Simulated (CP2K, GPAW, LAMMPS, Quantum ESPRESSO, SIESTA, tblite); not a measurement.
# How far do other methods lie from plane waves? Amorphous carbon (123 atoms)

One geometry of amorphous carbon (123 atoms) is solved by several programs and methods. How far do their forces lie from a plane-wave PBE run?

Results are calculated, not measured.

### Step 1. The cell

The cell holds 123 atoms (123 C), with edges of 11.14, 11.14 and 11.14 Å. Recipe: 123 atoms (123 C) placed at random at 1.77 g/cm³, melted at 6000 K for 10 ps at fixed volume with the LCBOP (Los and Fasolino, Phys. Rev. B 68, 024107 (2003)). Quenched from 6000 K to 500 K at 120 K/ps and fixed volume, held 5 ps, then minimised at fixed cell. The density is 1.77 g/cm³.

### Step 2. The reference input

Quantum ESPRESSO 7.5: Kohn-Sham DFT, PBE, SSSP efficiency 1.3.0 pseudopotentials, plane waves. Its input, pw.in:

```
&control
  calculation = 'scf'
  pseudo_dir = './pseudo'
  outdir = './tmp'
  disk_io = 'none'
  tprnfor = .true.
  tstress = .true.
/
&system
  ibrav = 0
  nat = 123
  ntyp = 1
  ecutwfc = 45
  ecutrho = 360
  nosym = .true.
  occupations = 'smearing'
  smearing = 'fd'
  degauss = 0.003675
/
&electrons
  conv_thr = 6.2e-07
  electron_maxstep = 100
  mixing_beta = 0.2
  mixing_mode = 'local-TF'
  diagonalization = 'david'
/
ATOMIC_SPECIES
C 12.011 C.upf
CELL_PARAMETERS angstrom
11.14320 0.00000 0.00000
0.00000 11.14320 0.00000
0.00000 0.00000 11.14320
ATOMIC_POSITIONS crystal
C 0.56593 0.69863 0.62788
C 0.07193 0.48872 0.81802
C 0.47127 0.64368 0.32854
C 0.93143 0.71032 0.07254
[... 117 atom lines left out ...]
C 0.65756 0.03401 0.05291
C 0.30318 0.87666 0.82255
K_POINTS gamma
```

```console
$ OMP_NUM_THREADS=1 mpirun -np 4 pw.x -in pw.in > output.txt
```

The job ended after 2.8 min (4 MPI ranks of Arm Neoverse V1, shared host; peak memory 4.1 GiB).

It converged with an r.m.s. force component of 1.3 eV/Å and a pressure of -9.3 GPa.

### Step 3. What was run beside it

- CP2K 2026.2: Gaussian basis with GTH pseudopotentials and a plane-wave density; labels give functional, basis (MOLOPT sets; SR short-range, UZH the newer set with its own potentials), grid cutoff/relative cutoff and solver (OT: orbital transformation; TRS4, TC2, SIGN: linear-scaling purification with its sparsity filter), or its built-in tight binding.
- GPAW 26.7.0: PAW with atomic orbitals (LCAO), plane waves or a real-space grid of spacing h.
- Quantum ESPRESSO 7.5: plane waves; labels (QE) give functional, pseudopotential set and cutoffs of waves/density.
- SIESTA 5.4.2: numerical atomic orbitals, whose automatically made sets are far from complete, with PseudoDojo norm-conserving potentials that we converted to its format (checked against plane waves on the same files for H, C, O, Si, Ge and Ca alone); labels give functional, basis size, energy shift and mesh cutoff.
- tblite 0.8.0: extended tight binding, driven from Python.

All use the same cell and atoms, and the electronic-structure runs the same k-mesh.

### Step 4. All runs compared

Differences are against the reference: forces as r.m.s. over components, share as that over the reference's r.m.s. force, slope as the fitted ratio of a run's forces to the reference's.

| run | Δ force, r.m.s. (meV/Å) | share (%) | slope | Δ pressure (GPa) | cores | CPU time | memory (GiB) |
| --- | --- | --- | --- | --- | --- | --- | --- |
| reference | - | - | - | - | 4 | 11 min | 4.1 |
| CP2K PBE+D3(BJ), DZVP-UZH, 450/50 Ry, diagonalisation | 42.6 | 3.17 | 1.011 | -0.371 | 4 | 12 min | 3.7 |
| CP2K PBE, DZVP-UZH, 450/50 Ry, diagonalisation | 31.1 | 2.31 | 1.009 | 0.925 | 4 | 12 min | 3.6 |
| CP2K PBE, DZVP-UZH, 630/50 Ry, diagonalisation | 31.1 | 2.31 | 1.009 | 0.925 | 4 | 14 min | 6 |
| CP2K PBE, SZV-MOLOPT-SR, 450/50 Ry, diagonalisation (coarse) | 528 | 39.3 | 1.347 | 6.10 | 2 | 5 min | 2.5 |
| CP2K PBE, TZV2P-MOLOPT, 450/50 Ry, diagonalisation | 14.0 | 1.04 | 0.995 | 0.169 | 4 | 2 h | 4.8 |
| CP2K PBE, TZVP-MOLOPT, 450/50 Ry, diagonalisation | 17.7 | 1.31 | 0.998 | 0.389 | 4 | 1.9 h | 4.4 |
| GPAW LDA, LCAO dzp, h 0.2 Å | 90.6 | 6.74 | 0.987 | - | 2 | 6.3 min | 1.6 |
| GPAW PBE, LCAO dzp, h 0.2 Å | 118 | 8.76 | 1.002 | - | 2 | 6.7 min | 1.6 |
| GPAW PBE, LCAO sz(dzp), h 0.2 Å (coarse) | 582 | 43.3 | 1.066 | - | 1 | 93 s | 0.85 |
| GPAW PBE, plane waves 450 eV | 7.53 | 0.56 | 0.996 | -2.68 | 2 | 11 min | 1.6 |
| QE PBE, sssp-1.3.0-efficiency, 45/360 Ry, cg | 0.148 | 0.011 | 1.000 | -0.0016 | 4 | 37 min | 4.2 |
| SIESTA PBE, DZ, shift 0.01 Ry, mesh 300 Ry (coarse) | 214 | 15.9 | 1.063 | 6.32 | 2 | 2.7 min | 0.98 |
| SIESTA PBE, DZP, shift 0.01 Ry, mesh 100 Ry (coarse) | 169 | 12.6 | 1.006 | 5.34 | 2 | 2.9 min | 0.88 |
| SIESTA PBE, DZP, shift 0.01 Ry, mesh 300 Ry | 169 | 12.6 | 1.006 | 5.35 | 2 | 7.5 min | 1.6 |
| SIESTA PBE, SZP, shift 0.01 Ry, mesh 300 Ry (coarse) | 425 | 31.6 | 1.000 | 14.5 | 2 | 5.1 min | 1.4 |
| SIESTA PBE, TZP, shift 0.01 Ry, mesh 300 Ry | 152 | 11.3 | 1.009 | 4.90 | 4 | 12 min | 2.4 |
| tblite GFN1-xTB | 305 | 22.7 | 1.118 | -5.56 | 1 | 3.6 s | 0.13 |

Rows marked coarse were listed beforehand as settings not expected to be converged; some can still land near the reference.

CPU time is summed over cores on shared hosts, so it is rough.

### Step 5. Findings

Forces lie from 0.011 % (QE PBE, sssp-1.3.0-efficiency, 45/360 Ry, cg) to 43 % (GPAW PBE, LCAO sz(dzp), h 0.2 Å, coarse) of the reference's r.m.s. force of 1.3 eV/Å away from it. Other PBE runs on plane waves or a grid: GPAW PBE, plane waves 450 eV 0.56 % and QE PBE, sssp-1.3.0-efficiency, 45/360 Ry, cg 0.011 % of the r.m.s. force; the reference has errors of its own, so differences under a few per cent don't tell which side is nearer the exact PBE result. With the reference's own potentials and cutoffs, another solver or threshold moves forces by 0.011 % (QE PBE, sssp-1.3.0-efficiency, 45/360 Ry, cg). The PBE runs in local orbitals, coarse settings apart, differ by 1.0 % (CP2K PBE, TZV2P-MOLOPT, 450/50 Ry, diagonalisation) to 13 % (SIESTA PBE, DZP, shift 0.01 Ry, mesh 300 Ry); basis, grid and potentials can all enter.

Tight binding differs by 23 % (tblite GFN1-xTB); it is another model, with fitted parameters of its own, and the xTB methods hold dispersion. Rows with another functional or a dispersion term differ by 3.2 % (CP2K PBE+D3(BJ), DZVP-UZH, 450/50 Ry, diagonalisation) to 6.7 % (GPAW LDA, LCAO dzp, h 0.2 Å), which mixes the change of model with differences of basis and potentials. Runs with settings chosen to be coarse differ by 13 % (SIESTA PBE, DZP, shift 0.01 Ry, mesh 100 Ry) to 43 % (GPAW PBE, LCAO sz(dzp), h 0.2 Å), their programs' other errors included. CP2K PBE, SZV-MOLOPT-SR, 450/50 Ry, diagonalisation stiffens the forces by a factor of 1.35 while following their directions (correlation 0.991); the slopes of the 6 CP2K runs lie between 1.00 and 1.35. From CP2K PBE, DZVP-UZH, 450/50 Ry, diagonalisation to the finer CP2K PBE, DZVP-UZH, 630/50 Ry, diagonalisation the share goes from 2.31 to 2.31 %, so the grid isn't what parts these runs from the reference. From SIESTA PBE, DZP, shift 0.01 Ry, mesh 100 Ry to the finer SIESTA PBE, DZP, shift 0.01 Ry, mesh 300 Ry the share goes from 12.6 to 12.6 %, so the grid isn't what parts these runs from the reference. Pressures at PBE, coarse settings apart, lie -2.68 to +5.35 GPa from the reference's.

**Limits.** Periodic xTB results under one method name differ between programs and library versions. The reference's pressure holds the uncorrected Pulay stress of its 45 Ry basis, so small pressure differences may be the reference's own error. The quench rate of 120 K/ps is many orders above laboratory rates, so the cell is likely richer in defects and strain than a real sample. The network of bonds at the start is that of the classical potential that made the cell, and needn't be the one that DFT or experiment would give. The electronic-structure runs sample only Γ, in a cell whose shortest periodic width is 11 Å, which is coarse for a cell with partly filled levels. The reference's pressure of -9.3 GPa reflects the volume that the recipe set, positions that aren't this level's minimum and the basis. Where levels are smeared, the DFT runs use Fermi–Dirac occupations at 580 K (0.05 eV), and energies are free energies. The reference's cutoffs and mesh weren't converged further here.

[Logs are printed without paths, hosts, clocks, repeated set-up lines and the standing remarks that a program may print on its own settings, such as how far it seeks lower states.]

[Hosts, paths, dates, database ids (printed as entryN), source tags and the programs' standing remarks are cut or masked in the printed files.]

[Cells were taken only where this reference lay near another plane-wave run.]
